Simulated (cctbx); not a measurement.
## A disordered crystal of nominal Tl2PdI2Br4

Cell a = 8.2730 Å, b = 8.2730 Å, c = 8.7970 Å, α = 90.00°, β = 90.00°, γ = 90.00°; space group I4/mmm (no. 139); nominal formula Tl2PdI2Br4.

The data are simulated with cctbx, not measured: Mo Kα, λ = 0.71073 Å, to d = 0.6 Å, 70 % of the full sphere, strongest reflection 70000 counts, noise from counting, a 2 % proportional error and a noise floor of 8 counts (s.d.); no absorption.

With every site full:

```text
Rint 0.020, 454 unique reflections to 0.60 A
cycle     R1     wR2    GooF  max shift (A)
   1  0.1440  0.3131  24.126   0.00046
   2  0.0081  0.0184   1.417   0.00000
final R1 0.0081 wR2 0.0184 GooF 1.417  parameters 11  data/parameter 41.3
atom        x        y        z      Ueq    occ   su(xyz)  su(Uiso or U11)
Tl1    0.00000  0.50000  0.25000   0.0085  1.000  0.00000  0.0000
I1     0.00000  0.00000  0.65735   0.0147  1.000  0.00003  0.0001
Pd1    0.00000  0.00000  0.00000   0.0096  1.000  0.00000  0.0001
Br1    0.70882  0.29118  0.50000   0.0144  1.000  0.00002  0.0001
difference map: max 0.62 min -1.09 rms 0.14
Q1    0.0000  0.5000  0.2500    4    0.66  0.00 A from Tl1
Q2    0.0000  0.0000  0.0000    2    0.47  0.00 A from Pd1
Q3    0.1883  0.2776  0.5000   16    0.43  0.86 A from Br1
Q4    0.0000  0.3148  0.2159   16    0.37  1.56 A from Tl1
Q5    0.0000  0.0000  0.3855    4    0.34  0.38 A from I1
Q6    0.0000  0.0865  0.1830   16    0.33  1.58 A from I1
```

With the occupancies of the suspect sites free, each still typed as its main element:

```text
Rint 0.020, 454 unique reflections to 0.60 A
cycle     R1     wR2    GooF  max shift (A)
   1  0.0707  0.1887  14.559   0.00008
   6  0.0056  0.0122   0.943   0.00000
final R1 0.0056 wR2 0.0122 GooF 0.941  parameters 12  data/parameter 37.8
atom        x        y        z      Ueq    occ   su(xyz)  su(Uiso or U11)
Tl1    0.00000  0.50000  0.25000   0.0087  1.000  0.00000  0.0000
I1     0.00000  0.00000  0.65736   0.0148  1.000  0.00002  0.0000
Pd1    0.00000  0.00000  0.00000   0.0097  1.000  0.00000  0.0001
Br1    0.70881  0.29119  0.50000   0.0136  0.971  0.00001  0.0001
su of occupancy Br1: 0.001
difference map: max 0.38 min -0.58 rms 0.10
Q1    0.0000  0.3145  0.2158   16    0.39  1.56 A from Tl1
Q2    0.1918  0.2782  0.5000   16    0.36  0.83 A from Br1
Q3    0.0442  0.1236  0.1133   32    0.33  1.47 A from Pd1
Q4    0.0000  0.0871  0.1827   16    0.32  1.58 A from I1
Q5    0.1464  0.1464  0.3990   16    0.31  1.78 A from I1
Q6    0.0000  0.2962  0.5000    8    0.31  2.41 A from Br1
```

**Question.** What is the disorder?

X-rays count electrons. Br1 refines to 0.971(0.001), or 34.0 electrons; the site truly holds 0.97 Br, 33.9 electrons, which is 0.970 of Br. A value under 1 can't tell vacancies from a lighter guest, and one over 1 needs a heavier guest; chemistry or a second radiation must settle which. Occupancy correlates with U and the scale, so the match is approximate.

Freeing them takes R1 from 0.0081 to 0.0056 and GooF from 1.42 to 0.94.

The model was made for the exercise: a known structure type with other elements put in, its volume estimated, not relaxed; displacement parameters are assumed.

[Middle refinement cycles are left out of these outputs.]

[Logs are printed without paths, hosts, clocks, repeated set-up lines and the standing remarks that a program may print on its own settings, such as how far it seeks lower states.]
